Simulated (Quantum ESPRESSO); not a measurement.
# Zr2CO2 MXene, 1 layer, stepped through biaxial strain, part 3 of 7

Wanted: a table for Zr2CO2 MXene, 1 layer against biaxial strain, and what can be fitted to it.

Quantum ESPRESSO 7.5; plane-wave DFT, PBE, GBRV ultrasoft pseudopotentials.

So far. Step 2 (Variable-cell relaxation of the reference):  The last row is no step: it is a fresh SCF in the final cell with a new plane-wave basis, -1 meV from the row before. Step 3 (Relaxation with pw.x, -4 %): The relaxation lowers the energy by 18 meV an atom.

## (4) Self-consistent run, -4 %

The self-consistent run of this member.

Input file m0.scf.in:

```
&control
  prefix = 'm0.scf'
  outdir = './out'
  pseudo_dir = './pseudo'
  calculation = 'scf'
  tprnfor = .true.
/
&system
  ibrav = 0
  nat = 5
  ntyp = 3
  ecutwfc = 40
  ecutrho = 200
  occupations = 'smearing'
  smearing = 'fd'
  degauss = 0.002
  nbnd = 24
/
&electrons
  conv_thr = 1e-09
  mixing_beta = 0.4
  electron_maxstep = 120
  mixing_mode = 'plain'
/
ATOMIC_SPECIES
  O   15.9990  o_pbe_v1.2.uspp.F.UPF
  Zr  91.2240  zr_pbe_v1.uspp.F.UPF
  C   12.0110  c_pbe_v1.2.uspp.F.UPF
CELL_PARAMETERS angstrom
  3.17428186848000 0.00000000000000 0.00000000000000
  -1.58714093472000 2.74900873728000 0.00000000000000
  0.00000000000000 0.00000000000000 19.95294679600000
ATOMIC_POSITIONS crystal
  O   0.333333333300 0.666666666700 0.379304825100
  Zr  0.666666666700 0.333333333300 0.428944759800
  C   0.000000000000 0.000000000000 0.500000000000
  Zr  0.333333333300 0.666666666700 0.571055240200
  O   0.666666666700 0.333333333300 0.620695174900
K_POINTS automatic
  12 12 1 0 0 0
```

Run with:

```sh
$ OMP_NUM_THREADS=1 mpirun -n 4 pw.x -nk 4 -in m0.scf.in > m0.scf.out
```

Output:

```text
[banner, memory and clock lines left out]
Program PWSCF v.7.5 starts
[citation notice left out]

[...]
Message from routine setup:
[...]
bravais-lattice index     =            0
     lattice parameter (alat)  =       5.9985  a.u.
     unit-cell volume          =    1174.9659 (a.u.)^3
     number of atoms/cell      =            5
     number of atomic types    =            3
     number of electrons       =        40.00
     number of Kohn-Sham states=           24
     kinetic-energy cutoff     =      40.0000  Ry
     charge density cutoff     =     200.0000  Ry
     scf convergence threshold =      1.0E-09
     mixing beta               =       0.4000
     number of iterations used =            8  plain     mixing
     Exchange-correlation= SLA  PW   PBE  PBE
                           (   1   4   3   4   0   0   0)

[...]
PseudoPot. # 1 for O  read from file:
     ./pseudo/o_pbe_v1.2.uspp.F.UPF
     Pseudo is Ultrasoft + core correction, Zval =  6.0
     Generated by new atomic code, or converted to UPF format
     Using radial grid of  737 points,  5 beta functions with:
                l(1) =   0
                l(2) =   0
                l(3) =   1
                l(4) =   1
                l(5) =   2
     Q(r) pseudized with  8 coefficients,  rinner =    0.900   0.900   0.900
                                                       0.900   0.900

     PseudoPot. # 2 for Zr read from file:
     ./pseudo/zr_pbe_v1.uspp.F.UPF
     Pseudo is Ultrasoft + core correction, Zval = 12.0
     Generated by new atomic code, or converted to UPF format
     Using radial grid of  887 points,  6 beta functions with:
                l(1) =   0
                l(2) =   0
                l(3) =   1
                l(4) =   1
                l(5) =   2
                l(6) =   2
     Q(r) pseudized with  6 coefficients,  rinner =    1.200   1.200   1.200
                                                       1.200   1.200

     PseudoPot. # 3 for C  read from file:
     ./pseudo/c_pbe_v1.2.uspp.F.UPF
     Pseudo is Ultrasoft + core correction, Zval =  4.0
     Generated by new atomic code, or converted to UPF format
     Using radial grid of  721 points,  4 beta functions with:
                l(1) =   0
                l(2) =   0
                l(3) =   1
                l(4) =   1
     Q(r) pseudized with  8 coefficients,  rinner =    1.100   1.100   1.100

     atomic species   valence    mass     pseudopotential
     O                 6.00    15.99900     O ( 1.00)
     Zr               12.00    91.22400     Zr( 1.00)
     C                 4.00    12.01100     C ( 1.00)

     12 Sym. Ops., with inversion, found

[...]
number of k points=    19  Fermi-Dirac smearing, width (Ry)=  0.0020
[...]
Dense  grid:    56227 G-vectors     FFT dimensions: (  27,  27, 180)

     Smooth grid:    40039 G-vectors     FFT dimensions: (  25,  25, 160)

     Check: negative core charge=   -0.000001

     Initial potential from superposition of free atoms

     starting charge      39.9957, renormalised to      40.0000

     negative rho (up, down):  1.198E-01 0.000E+00
     Starting wfcs are   38 randomized atomic wfcs

     per-process dynamical memory:    56.9 Mb

     Self-consistent Calculation

     iteration #  1     ecut=    40.00 Ry     beta= 0.40
     Davidson diagonalization with overlap
     ethr =  1.00E-02,  avg # of iterations =  2.0

     negative rho (up, down):  1.227E-01 0.000E+00

     total energy              =    -274.38773786 Ry
     estimated scf accuracy    <       1.80047524 Ry

     iteration #  2     ecut=    40.00 Ry     beta= 0.40
[...]
negative rho (up, down):  1.246E-01 0.000E+00

[...]
total energy              =    -274.87491934 Ry
     estimated scf accuracy    <       0.17191419 Ry

     iteration #  3     ecut=    40.00 Ry     beta= 0.40
[...]
negative rho (up, down):  1.266E-01 0.000E+00

[...]
total energy              =    -274.89228707 Ry
     estimated scf accuracy    <       0.02148135 Ry

     iteration #  4     ecut=    40.00 Ry     beta= 0.40
[...]
negative rho (up, down):  1.272E-01 0.000E+00

[...]
total energy              =    -274.89643981 Ry
     estimated scf accuracy    <       0.00784828 Ry

     iteration #  5     ecut=    40.00 Ry     beta= 0.40
[...]
negative rho (up, down):  1.275E-01 0.000E+00

[...]
total energy              =    -274.89635304 Ry
     estimated scf accuracy    <       0.00219299 Ry

     iteration #  6     ecut=    40.00 Ry     beta= 0.40
[...]
negative rho (up, down):  1.275E-01 0.000E+00

[...]
total energy              =    -274.89695029 Ry
     estimated scf accuracy    <       0.00103580 Ry

[...]
iteration #  9     ecut=    40.00 Ry     beta= 0.40
[...]
negative rho (up, down):  1.276E-01 0.000E+00

[...]
total energy              =    -274.89706484 Ry
     estimated scf accuracy    <       0.00000239 Ry

     iteration # 10     ecut=    40.00 Ry     beta= 0.40
[...]
negative rho (up, down):  1.276E-01 0.000E+00

[...]
total energy              =    -274.89706573 Ry
     estimated scf accuracy    <       0.00000043 Ry

     iteration # 11     ecut=    40.00 Ry     beta= 0.40
[...]
negative rho (up, down):  1.276E-01 0.000E+00

[...]
total energy              =    -274.89706575 Ry
     estimated scf accuracy    <       0.00000005 Ry

     iteration # 12     ecut=    40.00 Ry     beta= 0.40
[...]
negative rho (up, down):  1.276E-01 0.000E+00

[...]
End of self-consistent calculation

          k = 0.0000 0.0000 0.0000 (  4959 PWs)   bands (ev):

   -47.5848 -47.5426 -26.0707 -25.6866 -25.2585 -25.2585 -25.2330 -25.2330
   -17.1841 -17.0779  -8.8303  -4.5103  -3.8859  -3.8859  -3.5875  -3.5875
    -3.5129  -0.4341   1.0499   1.0499   3.0776   3.0776   3.2079   4.3919

          k = 0.0000 0.0962 0.0000 (  4953 PWs)   bands (ev):

   -47.5756 -47.5347 -26.0459 -25.6937 -25.3334 -25.3198 -25.2775 -25.2457
   -17.1315 -17.0422  -8.8367  -4.4250  -3.9253  -3.8174  -3.7062  -3.5383
    -3.3201  -0.2927   0.4669   0.7991   2.9110   3.3757   3.4794   4.4865

[...]
the Fermi energy is     1.3435 ev

!    total energy              =    -274.89706577 Ry
     estimated scf accuracy    <          2.6E-10 Ry
     smearing contrib. (-TS)   =      -0.00000003 Ry
     internal energy E=F+TS    =    -274.89706574 Ry

     The total energy is F=E-TS. E is the sum of the following terms:
     one-electron contribution =   -1977.77715503 Ry
     hartree contribution      =     993.77693504 Ry
     xc contribution           =     -54.12610235 Ry
     ewald contribution        =     763.22925660 Ry

     convergence has been achieved in  12 iterations

     negative rho (up, down):  1.276E-01 0.000E+00

     Forces acting on atoms (cartesian axes, Ry/au):

     atom    1 type  1   force =    -0.00000000   -0.00000000   -0.00007852
     atom    2 type  2   force =     0.00000000    0.00000000    0.00010007
     atom    3 type  3   force =     0.00000000    0.00000000    0.00000000
     atom    4 type  2   force =    -0.00000000   -0.00000000   -0.00010007
     atom    5 type  1   force =     0.00000000    0.00000000    0.00007852

     Total force =     0.000180     Total SCF correction =     0.000038
     SCF correction compared to forces is large: reduce conv_thr to get better values

[...]
```

The job ended after 14 s (4 MPI ranks of AMD EPYC 7R13 (Zen 3), shared host; peak memory 0.58 GiB).

Read from the output:

| Quantity | Value |
| --- | --- |
| free energy | -3740.1651 eV |
| valence top, on the run's zero | 1.050 eV |
| conduction bottom, on the run's zero | 1.653 eV |
| gap by band count | 0.6032 eV |

## (5) Potential by pp.x, -4 %

plot_num = 11 writes the bare and Hartree potential, from which vacuum levels or, in a crystal, the mean potential are read.

Input file m0.pot.in:

```
&inputpp
  prefix = 'm0.scf'
  outdir = './out'
  filplot = 'm0.pot.dat'
  plot_num = 11
/
```

Run with:

```sh
$ OMP_NUM_THREADS=1 mpirun -n 4 pp.x -in m0.pot.in > m0.pot.out
```

Output:

```text
[banner, memory and clock lines left out]
Program POST-PROC v.7.5 starts

          URL

     ./out/m0.scf.save/

     IMPORTANT: XC functional enforced from input :
     Exchange-correlation= PBE
                           (   1   4   3   4   0   0   0)
     Any further DFT definition will be discarded
     Please, verify this is what you really want

     Check: negative core charge=   -0.000001

     negative rho (up, down):  1.276E-01 0.000E+00

     Calling punch_plot, plot_num =  11
     Writing data to file  m0.pot.dat
     Message from routine chdens:
     namelist plot not found or invalid, exiting
```

Elapsed: 1.7 s, on 4 MPI ranks; peak memory 0.08 GiB; 5.2 s of CPU time.

This step gave:

- slope of the potential above: -5.63e-5 eV/Å
- upper vacuum line continued to the top atoms, over the valence top: 5.621 eV
- slope of the potential below: 1.81e-5 eV/Å
- lower vacuum line continued to the bottom atoms, over the valence top: 5.620 eV
- vacuum level at the upper face over the valence top of the mesh: 5.620 eV
- vacuum level at the lower face over the valence top of the mesh: 5.620 eV

Electrostatic potential energy of an electron; zero at the highest filled level of the SCF mesh. The potential energy, planar mean by z:

| z (Å) | potential energy, planar mean (eV) |
| --- | --- |
| 0.0 | 5.62 |
| 0.5 | 5.62 |
| 1.0 | 5.62 |
| 1.5 | 5.62 |
| 2.0 | 5.62 |
| 2.5 | 5.62 |
| 3.0 | 5.62 |
| 3.5 | 5.62 |
| 4.0 | 5.62 |
| 4.5 | 5.62 |
| 5.0 | 5.62 |
| 5.5 | 5.60 |
| 6.0 | 5.52 |
| 6.5 | 5.05 |
| 7.0 | 2.10 |
| 7.5 | -8.56 |
| 8.0 | -14.9 |
| 8.5 | -27.4 |
| 9.0 | -16.4 |
| 9.5 | -5.08 |
| 10.0 | -7.61 |
| 10.5 | -5.16 |
| 11.0 | -18.2 |
| 11.5 | -26.9 |
| 12.0 | -14.0 |
| 12.5 | -7.68 |
| 13.0 | 2.67 |
| 13.5 | 5.14 |
| 14.0 | 5.54 |
| 14.5 | 5.61 |
| 15.0 | 5.62 |
| 15.5 | 5.62 |
| 16.0 | 5.62 |
| 16.5 | 5.62 |
| 17.0 | 5.62 |
| 17.5 | 5.62 |
| 18.0 | 5.62 |
| 18.5 | 5.62 |
| 19.0 | 5.62 |
| 19.5 | 5.62 |

[end of part 3 of 7]

[Logs are printed without paths, hosts, clocks, repeated set-up lines and the standing remarks that a program may print on its own settings, such as how far it seeks lower states.]

[Hosts, paths, dates, database ids (printed as entryN), source tags and the programs' standing remarks are cut or masked in the printed files.]

[Maps of the electrostatic potential energy from Ansatz leave out the sawtooth potential of an applied field or a dipole correction, so their vacuum need not be flat; planar profiles and work functions include it.]
